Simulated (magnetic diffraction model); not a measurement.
## Magnetic neutron pattern of TiAl₂CrIr₂

Space group Amm2 (no. 38), a = 3.5840 Å, b = 16.4110 Å, c = 9.4820 Å.

```csv
site,atom,x,y,z
4e,Ir,1/2,0.0945,0.3720
4e,Ir,1/2,0.2651,0.4507
4e,Ir,1/2,0.1348,0.6777
2a,Cr,0,0,0.1665
4d,Cr,0,0.5839,0.4174
4d,Ti,0,0.7949,0.2092
2a,Ti,0,0,0.5863
4d,Al,0,0.1639,0.5029
4e,Al,1/2,0.3955,0.5967
2b,Al,1/2,0,0.7988
2b,Al,1/2,0,0.0016
```

This is a made-up structure (elements placed in a structure type, unrelaxed), so the numbers test the method and describe no known phase.

Only Cr is taken to order (form factors of Cr2+); orders and moment sizes are assumed, and not adapted to the symmetry. Radiation: neutrons of λ = 1.594 Å (absorption by Ir left out), 3° to 30°; isotropic B of 0.19 Å² (Ir), 0.21 Å² (Cr), 0.21 Å² (Ti) and 0.33 Å² (Al). Simulated constant-wavelength pattern: nuclear and magnetic terms add, the magnetic one as |2.695 fm × Σ f S⊥ exp(2πi Q·r) exp(−B s²)|², summed over all Q at one angle with the factor 1/(sin²θ cos θ). For collinear order S is the moment m, which repeats by lattice and centring translations R with the sign exp(−2πi k·R). Free-ion form factors, Sears's scattering lengths of 1992, no absorption; a label names one of the reflections at its angle. The strongest nuclear line in the range is 100, and lines under 0.2 are left out.

Assume the order k = (0 1 0), collinear moments along [010], 1.23 μB on Cr; signs + at (0, 0, 0.1665), + at (0, 0.5839, 0.4174), − at (0, 0.4161, 0.4174).

Q: Where does magnetic intensity appear, and how strong is it?

```
2θ (°)    index  nuclear  magnetic
  9.64  (0 0 1)      0.0       1.4
 11.14  (0 1 1)      0.5       0.0
 14.76  (0 2 1)      0.0       1.9
 19.36  (0 0 2)     30.1       0.0
 19.37  (0 3 1)     56.5       0.0
 20.16  (0 1 2)      0.0       1.0
 22.39  (0 2 2)     31.7       0.0
 22.40  (0 4 0)     17.4       0.0
 25.70  (1 0 0)    100.0       0.0
 25.71  (0 3 2)      0.0       0.8
 26.31  (1 1 0)      0.0       0.5
 27.50  (1 0 1)      0.0       0.2
 28.09  (1 1 1)     12.9       0.0
 28.09  (1 2 0)      6.0       0.0
 29.76  (0 1 3)     25.1       0.0
 29.76  (1 2 1)      0.0       1.2
 29.77  (0 4 2)     24.1       0.0
 29.78  (0 5 1)     21.1       0.0
```

The strongest magnetic line in the range is (0 2 1) at 14.76° (1.9). On top of the Lorentz factor, which all lines share, magnetic lines fade with angle because f falls: for Cr2+ it is 0.88, 0.62, 0.37 and 0.09 at sin θ/λ = 0.1, 0.2, 0.3 and 0.5 Å⁻¹, while nuclear lengths stay constant. The order has no net moment.

[Logs are printed without paths, hosts, clocks, repeated set-up lines and the standing remarks that a program may print on its own settings, such as how far it seeks lower states.]
